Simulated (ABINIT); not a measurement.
# How the form of the self-energy moves the gap of BN (Qingsongite)

How much does the gap of BN (Qingsongite) depend on the approximation to the self-energy?

Method: PBE and many-body steps on it, plane waves, in ABINIT 10.8.3.

This is a report of a sequence of runs, with most program output left out.

## 1. Set-up

Symmetry: F-43m, No. 216, cubic system. Conventional cell: a = 3.615 Å, b = 3.615 Å, c = 3.615 Å, α = 90.00°, β = 90.00°, γ = 90.00°. Nearest to B lie 4 N at 1.57 Å. Nearest to N lie 4 B at 1.57 Å. Farther neighbours and most contacts between anions are not listed.

As a file:

```cif
data_structure
_symmetry_space_group_name_H-M 'P 1'
_symmetry_Int_Tables_number 1
_cell_length_a 2.5562
_cell_length_b 2.5562
_cell_length_c 2.5562
_cell_angle_alpha 60.000
_cell_angle_beta 60.000
_cell_angle_gamma 60.000
_cell_volume 11.81
loop_
_atom_site_label
_atom_site_type_symbol
_atom_site_fract_x
_atom_site_fract_y
_atom_site_fract_z
_atom_site_occupancy
B1 B 0.00000 0.00000 0.00000 1
N2 N 0.25000 0.25000 0.25000 1
```

The cell and positions come from the Crystallography Open Database and are kept as given unless a step says otherwise.

## 2. Empty states on the mesh, 8×8×8 mesh, 61 bands

This step: ABINIT 10.8.3; DFT, PBE, plane waves, norm-conserving pseudopotentials.

The sums over transitions need many empty states on a uniform mesh; this step solves for them.

The input, run.abi:

```
acell 3*1.0 Angstrom
rprim 
  -0.000000000000 1.807500000000 1.807500000000
  1.807500000000 0.000000000000 1.807500000000
  1.807500000000 1.807500000000 -0.000000000000
ntypat 2
znucl 5 7
natom 2
typat 1 2
xred 
  0.000000000000 0.000000000000 0.000000000000
  0.250000000000 0.250000000000 0.250000000000
pp_dirpath "pseudos"
pseudos "B.upf, N.upf"
ecut 36
ngkpt 8 8 8
nshiftk 1
shiftk 0 0 0
kptopt 1
chksymbreak 0
irdden 1
istwfk *1
nband 61
prtvol 0
optdriver 6
gwr_task "HDIAGO"
paral_kgb 0
occopt 1
indata_prefix "in"
outdata_prefix "out"
tmpdata_prefix "tmp"
```

Command:

```console
$ OMP_NUM_THREADS=1 mpirun -n 8 abinit run.abi > log
```

The job ended after 4.9 s (8 MPI ranks of Arm Neoverse V2, shared host; peak memory 0.76 GiB; 38 s of CPU time).

This step gave:

```yaml
gap: 4.535 eV
k_of_the_valence_top: 0, 0, 0
k_of_the_conduction_bottom: 0.5, 0.5, 0
least_direct_gap: 8.878 eV
k_points_computed: 29
lowest_point_of_the_top_converged_band_above_the_valence_top: 119.7461 eV
```

On this mesh the gap is 4.535 eV.

The density comes from a self-consistent run that is not shown.

## 3. Screening, 8×8×8 mesh, 53 bands, screening to 228.6 eV

The RPA dielectric matrix is built and inverted for each q.

This step: RPA screening on PBE, plane waves, norm-conserving pseudopotentials.

Edit run.abi of step 2 so:

```diff
@@ -20,10 +20,11 @@
 chksymbreak 0
-irdden 1
 istwfk *1
-nband 61
-prtvol 0
-optdriver 6
-gwr_task "HDIAGO"
-paral_kgb 0
 occopt 1
+irdwfk 1
+optdriver 3
+nband 53
+ecuteps 8.4
+inclvkb 2
+awtr 1
+symchi 1
 indata_prefix "in"
```

Run time: 19 s. Hardware: 8 MPI ranks; peak memory 0.94 GiB.

This step gave:

| Item | Value |
| --- | --- |
| ε∞ with local fields, on this mesh, along the program's q direction | 4.313 |
| the same without local fields | 4.660 |
| plasma frequency | 30.56 eV |
| plane waves in the screening matrix | 89 |

Local fields lower ε∞ by 7 %.

## 4. G0W0, Godby-Needs plasmon pole

The self-energy is evaluated for the states that the input lists, and the levels follow from it, in one-shot runs by the linearised quasiparticle equation.

This step: G0W0 on PBE, plane waves, norm-conserving pseudopotentials.

Edit run.abi of step 3 so:

```diff
@@ -23,8 +23,17 @@
 irdwfk 1
-optdriver 3
+optdriver 4
 nband 53
+gwcalctyp 0
+ecutsigx 36
+symsigma 1
+nkptgw 2
+kptgw 
+  0.0000000000 0.0000000000 0.0000000000
+  0.5000000000 0.5000000000 0.0000000000
+bdgw 
+  2 7
+  3 6
 ecuteps 8.4
-inclvkb 2
-awtr 1
-symchi 1
+irdscr 1
+ppmodel 1
 indata_prefix "in"
```

Elapsed: 2.9 s, on 8 MPI ranks; peak memory 0.12 GiB.

Numbers from this step:

* G0W0 gap on the points computed: 5.960 eV
* starting gap on the mesh: 4.535 eV
* k of the valence top: 0, 0, 0
* k of the conduction bottom: 0.5, 0.5, 0
* Z at the valence top: 0.828
* Z at the conduction bottom: 0.855
* least direct G0W0 gap on the computed points: 10.90 eV

The gap on the mesh goes from 4.53 eV to 5.96 eV, a correction of +1.43 eV.

## 5. G0W0, Hybertsen-Louie plasmon pole

Edit run.abi of step 4 so:

```diff
@@ -37,3 +37,3 @@
 irdscr 1
-ppmodel 1
+ppmodel 2
 indata_prefix "in"
```

Elapsed: 2.8 s, on 8 MPI ranks; peak memory 0.12 GiB; 22 s of CPU time.

Numbers from this step:

```yaml
g0w0_gap_on_the_points_computed: 6.067 eV
starting_gap_on_the_mesh: 4.535 eV
k_of_the_valence_top: 0, 0, 0
k_of_the_conduction_bottom: 0.5, 0.5, 0
z_at_the_valence_top: 0.852
z_at_the_conduction_bottom: 0.872
least_direct_g0w0_gap_on_the_computed_points: 11.07 eV
```

Against G0W0 in ABINIT (8×8×8 mesh, 53 bands, screening to 228.6 eV, Godby-Needs plasmon pole), the gap moves by +0.107 eV.

## 6. G0W0, von der Linden-Horsch plasmon pole

Edit run.abi of step 5 so:

```diff
@@ -37,3 +37,3 @@
 irdscr 1
-ppmodel 2
+ppmodel 3
 indata_prefix "in"
```

Wall time 2.3 s (8 MPI ranks); peak memory 0.12 GiB; 18 s of CPU time.

Numbers from this step:

```yaml
g0w0_gap_on_the_points_computed: 5.956 eV
starting_gap_on_the_mesh: 4.535 eV
k_of_the_valence_top: 0, 0, 0
k_of_the_conduction_bottom: 0.5, 0.5, 0
least_direct_g0w0_gap_on_the_computed_points: 10.94 eV
```

Against G0W0 in ABINIT (8×8×8 mesh, 53 bands, screening to 228.6 eV, Godby-Needs plasmon pole), the gap moves by −0.004 eV.

## 7. G0W0, Engel-Farid plasmon pole

Edit run.abi of step 6 so:

```diff
@@ -37,3 +37,3 @@
 irdscr 1
-ppmodel 3
+ppmodel 4
 indata_prefix "in"
```

Wall time 2.3 s (8 MPI ranks); peak memory 0.12 GiB.

Numbers from this step:

- G0W0 gap on the points computed: 6.077 eV
- starting gap on the mesh: 4.535 eV
- k of the valence top: 0, 0, 0
- k of the conduction bottom: 0.5, 0.5, 0
- least direct G0W0 gap on the computed points: 11.03 eV

Against G0W0 in ABINIT (8×8×8 mesh, 53 bands, screening to 228.6 eV, Godby-Needs plasmon pole), the gap moves by +0.117 eV.

## 8. One-shot Hartree-Fock

This step: one-shot Hartree-Fock on PBE, plane waves, norm-conserving pseudopotentials.

Edit run.abi of step 7 so:

```diff
@@ -24,4 +24,4 @@
 optdriver 4
-nband 53
-gwcalctyp 0
+nband 8
+gwcalctyp 5
 ecutsigx 36
@@ -35,5 +35,4 @@
   3 6
-ecuteps 8.4
-irdscr 1
-ppmodel 4
+ixc_sigma 40
+fftgw 31
 indata_prefix "in"
```

Command:

```console
$ OMP_NUM_THREADS=2 mpirun -n 4 abinit run.abi > log
```

Wall time 1.9 s (4 MPI ranks); peak memory 0.11 GiB.

Numbers from this step:

| Item | Value |
| --- | --- |
| quasiparticle gap on the points computed | 13.27 eV |
| starting gap on the mesh | 4.535 eV |
| k of the valence top | 0, 0, 0 |
| k of the conduction bottom | 0.5, 0.5, 0 |
| least direct quasiparticle gap on the computed points | 19.07 eV |

Against G0W0 in ABINIT (8×8×8 mesh, 53 bands, screening to 228.6 eV, Godby-Needs plasmon pole), the gap moves by +7.311 eV.

## 9. Screening, 8×8×8 mesh, 53 bands, screening to 228.6 eV

This step: RPA screening on PBE, plane waves, norm-conserving pseudopotentials.

Edit run.abi of step 8 so:

```diff
@@ -23,16 +23,13 @@
 irdwfk 1
-optdriver 4
-nband 8
-gwcalctyp 5
-ecutsigx 36
-symsigma 1
-nkptgw 2
-kptgw 
-  0.0000000000 0.0000000000 0.0000000000
-  0.5000000000 0.5000000000 0.0000000000
-bdgw 
-  2 7
-  3 6
-ixc_sigma 40
-fftgw 31
+optdriver 3
+nband 53
+ecuteps 8.4
+inclvkb 2
+awtr 1
+symchi 1
+gwcalctyp 2
+nfreqre 16
+freqremax 40 eV
+nfreqim 8
+spmeth 0
 indata_prefix "in"
```

Command:

```console
$ OMP_NUM_THREADS=1 mpirun -n 8 abinit run.abi > log
```

Run time: 2.1 min. Hardware: 8 MPI ranks; peak memory 0.97 GiB.

Numbers from this step:

```yaml
eps_infinity_with_local_fields_on_this_mesh_along_the_program_s_q_direction: 4.313
the_same_without_local_fields: 4.660
plasma_frequency: 30.56 eV
plane_waves_in_the_screening_matrix: 89
```

## 10. G0W0, contour deformation

This step: G0W0 on PBE, plane waves, norm-conserving pseudopotentials.

Edit run.abi of step 9 so:

```diff
@@ -23,13 +23,16 @@
 irdwfk 1
-optdriver 3
+optdriver 4
 nband 53
+gwcalctyp 2
+ecutsigx 36
+symsigma 1
+nkptgw 2
+kptgw 
+  0.0000000000 0.0000000000 0.0000000000
+  0.5000000000 0.5000000000 0.0000000000
+bdgw 
+  2 7
+  3 6
 ecuteps 8.4
-inclvkb 2
-awtr 1
-symchi 1
-gwcalctyp 2
-nfreqre 16
-freqremax 40 eV
-nfreqim 8
-spmeth 0
+irdscr 1
 indata_prefix "in"
```

It took 8.5 s on 8 MPI ranks; peak memory 1 GiB; 37 s of CPU time.

Numbers from this step:

* G0W0 gap on the points computed: 6.033 eV
* starting gap on the mesh: 4.535 eV
* k of the valence top: 0, 0, 0
* k of the conduction bottom: 0.5, 0.5, 0
* least direct G0W0 gap on the computed points: 10.96 eV

Against G0W0 in ABINIT (8×8×8 mesh, 53 bands, screening to 228.6 eV, Godby-Needs plasmon pole), the gap moves by +0.073 eV.

## 11. Screening, 8×8×8 mesh, 53 bands, screening to 228.6 eV

This step: RPA screening on PBE, plane waves, norm-conserving pseudopotentials.

Edit run.abi of step 10 so:

```diff
@@ -23,16 +23,11 @@
 irdwfk 1
-optdriver 4
+optdriver 3
 nband 53
-gwcalctyp 2
-ecutsigx 36
-symsigma 1
-nkptgw 2
-kptgw 
-  0.0000000000 0.0000000000 0.0000000000
-  0.5000000000 0.5000000000 0.0000000000
-bdgw 
-  2 7
-  3 6
 ecuteps 8.4
-irdscr 1
+inclvkb 2
+awtr 1
+symchi 1
+gwcalctyp 1
+nfreqre 0
+nfreqim 16
 indata_prefix "in"
```

The job ended after 2.3 min (8 MPI ranks; peak memory 0.97 GiB; 13 min of CPU time).

Numbers from this step:

```yaml
eps_infinity_with_local_fields_on_this_mesh_along_the_program_s_q_direction: 4.313
the_same_without_local_fields: 4.660
plasma_frequency: 30.56 eV
plane_waves_in_the_screening_matrix: 89
```

## 12. G0W0, analytic continuation

This step: G0W0 on PBE, plane waves, norm-conserving pseudopotentials.

Edit run.abi of step 11 so:

```diff
@@ -23,11 +23,18 @@
 irdwfk 1
-optdriver 3
+optdriver 4
 nband 53
+gwcalctyp 1
+ecutsigx 36
+symsigma 1
+nkptgw 2
+kptgw 
+  0.0000000000 0.0000000000 0.0000000000
+  0.5000000000 0.5000000000 0.0000000000
+bdgw 
+  2 7
+  3 6
 ecuteps 8.4
-inclvkb 2
-awtr 1
-symchi 1
-gwcalctyp 1
-nfreqre 0
-nfreqim 16
+irdscr 1
+nomegasi 12
+omegasimax 25 eV
 indata_prefix "in"
```

The job ended after 20 s (8 MPI ranks; peak memory 0.97 GiB; 66 s of CPU time).

Numbers from this step:

| Quantity | Value |
| --- | --- |
| G0W0 gap on the points computed | 6.025 eV |
| starting gap on the mesh | 4.535 eV |
| k of the valence top | 0, 0, 0 |
| k of the conduction bottom | 0.5, 0.5, 0 |
| least direct G0W0 gap on the computed points | 10.97 eV |

Against G0W0 in ABINIT (8×8×8 mesh, 53 bands, screening to 228.6 eV, Godby-Needs plasmon pole), the gap moves by +0.065 eV.

## 13. Side by side

Times are wall times on the hardware named with each run. The host was busy with other work, so they are no guide to cost. A run's time includes the screening step that it read.

| run | mesh | bands | screening cutoff (eV) | DFT gap (eV) | gap on the mesh (eV) | direct (eV) | ε∞ used | time |
| --- | --- | --- | --- | --- | --- | --- | --- | --- |
| G0W0, Godby-Needs plasmon pole | 8×8×8 | 53 | 228.6 | 4.535 | 5.960 | 10.895 | 4.31 | 22 s |
| G0W0, Hybertsen-Louie plasmon pole | 8×8×8 | 53 | 228.6 | 4.535 | 6.067 | 11.074 | 4.31 | 22 s |
| G0W0, von der Linden-Horsch plasmon pole | 8×8×8 | 53 | 228.6 | 4.535 | 5.956 | 10.937 | 4.31 | 21 s |
| G0W0, Engel-Farid plasmon pole | 8×8×8 | 53 | 228.6 | 4.535 | 6.077 | 11.028 | 4.31 | 21 s |
| one-shot Hartree-Fock | 8×8×8 | - | - | 4.535 | 13.271 | 19.065 | - | 1.9 s |
| G0W0, contour deformation | 8×8×8 | 53 | 228.6 | 4.535 | 6.033 | 10.959 | 4.31 | 2.3 min |
| G0W0, analytic continuation | 8×8×8 | 53 | 228.6 | 4.535 | 6.025 | 10.967 | 4.31 | 2.7 min |

## 14. What came out

```
G0W0, Godby-Needs plasmon pole           : 5.960 eV
G0W0, Hybertsen-Louie plasmon pole       : 6.067 eV
G0W0, von der Linden-Horsch plasmon pole : 5.956 eV
G0W0, Engel-Farid plasmon pole           : 6.077 eV
one-shot Hartree-Fock                    : 13.271 eV
G0W0, contour deformation                : 6.033 eV
G0W0, analytic continuation              : 6.025 eV
known limits                             : not at the basis limit
```

In words: G0W0, Hybertsen-Louie plasmon pole: +0.107 eV against G0W0, Godby-Needs plasmon pole. G0W0, von der Linden-Horsch plasmon pole: −0.004 eV against G0W0, Godby-Needs plasmon pole. G0W0, Engel-Farid plasmon pole: +0.117 eV against G0W0, Godby-Needs plasmon pole. One-shot Hartree-Fock: +7.311 eV against G0W0, Godby-Needs plasmon pole. G0W0, contour deformation: +0.073 eV against G0W0, Godby-Needs plasmon pole. G0W0, analytic continuation: +0.065 eV against G0W0, Godby-Needs plasmon pole. Bare exchange alone opens the gap to 13.27 eV; against G0W0, correlation takes back 7.31 eV. Bands and cutoff are finite, so the gap is not at the basis limit. The miss can reach some tenths of an eV and take either sign; the mesh is an error of its own. In the G0W0 runs levels were corrected at 2 k points alone, so a gap called «on the mesh» is the least over those, and an edge elsewhere would be missed.

[Paths, hosts, dates, memory and timing lines, banners, echoed tables and standing remarks are left out of the program output.]

[Logs are printed without paths, hosts, clocks, repeated set-up lines and the standing remarks that a program may print on its own settings, such as how far it seeks lower states.]

[Runs of the session that timed out or met a known fault of the program may be left out.]

[Hosts, paths, dates, database ids (printed as entryN), source tags and the programs' standing remarks are cut or masked in the printed files.]

[G0W0 gaps are taken among the corrected bands and points alone; a level outside them can change the order at an edge.]

[Where Ansatz stands beside ABINIT at settings called matched, ABINIT's density can come from a denser mesh and the files from another edition; pairs whose starting gaps differed by over 0.03 eV were left out, so agreement reads better than it is.]
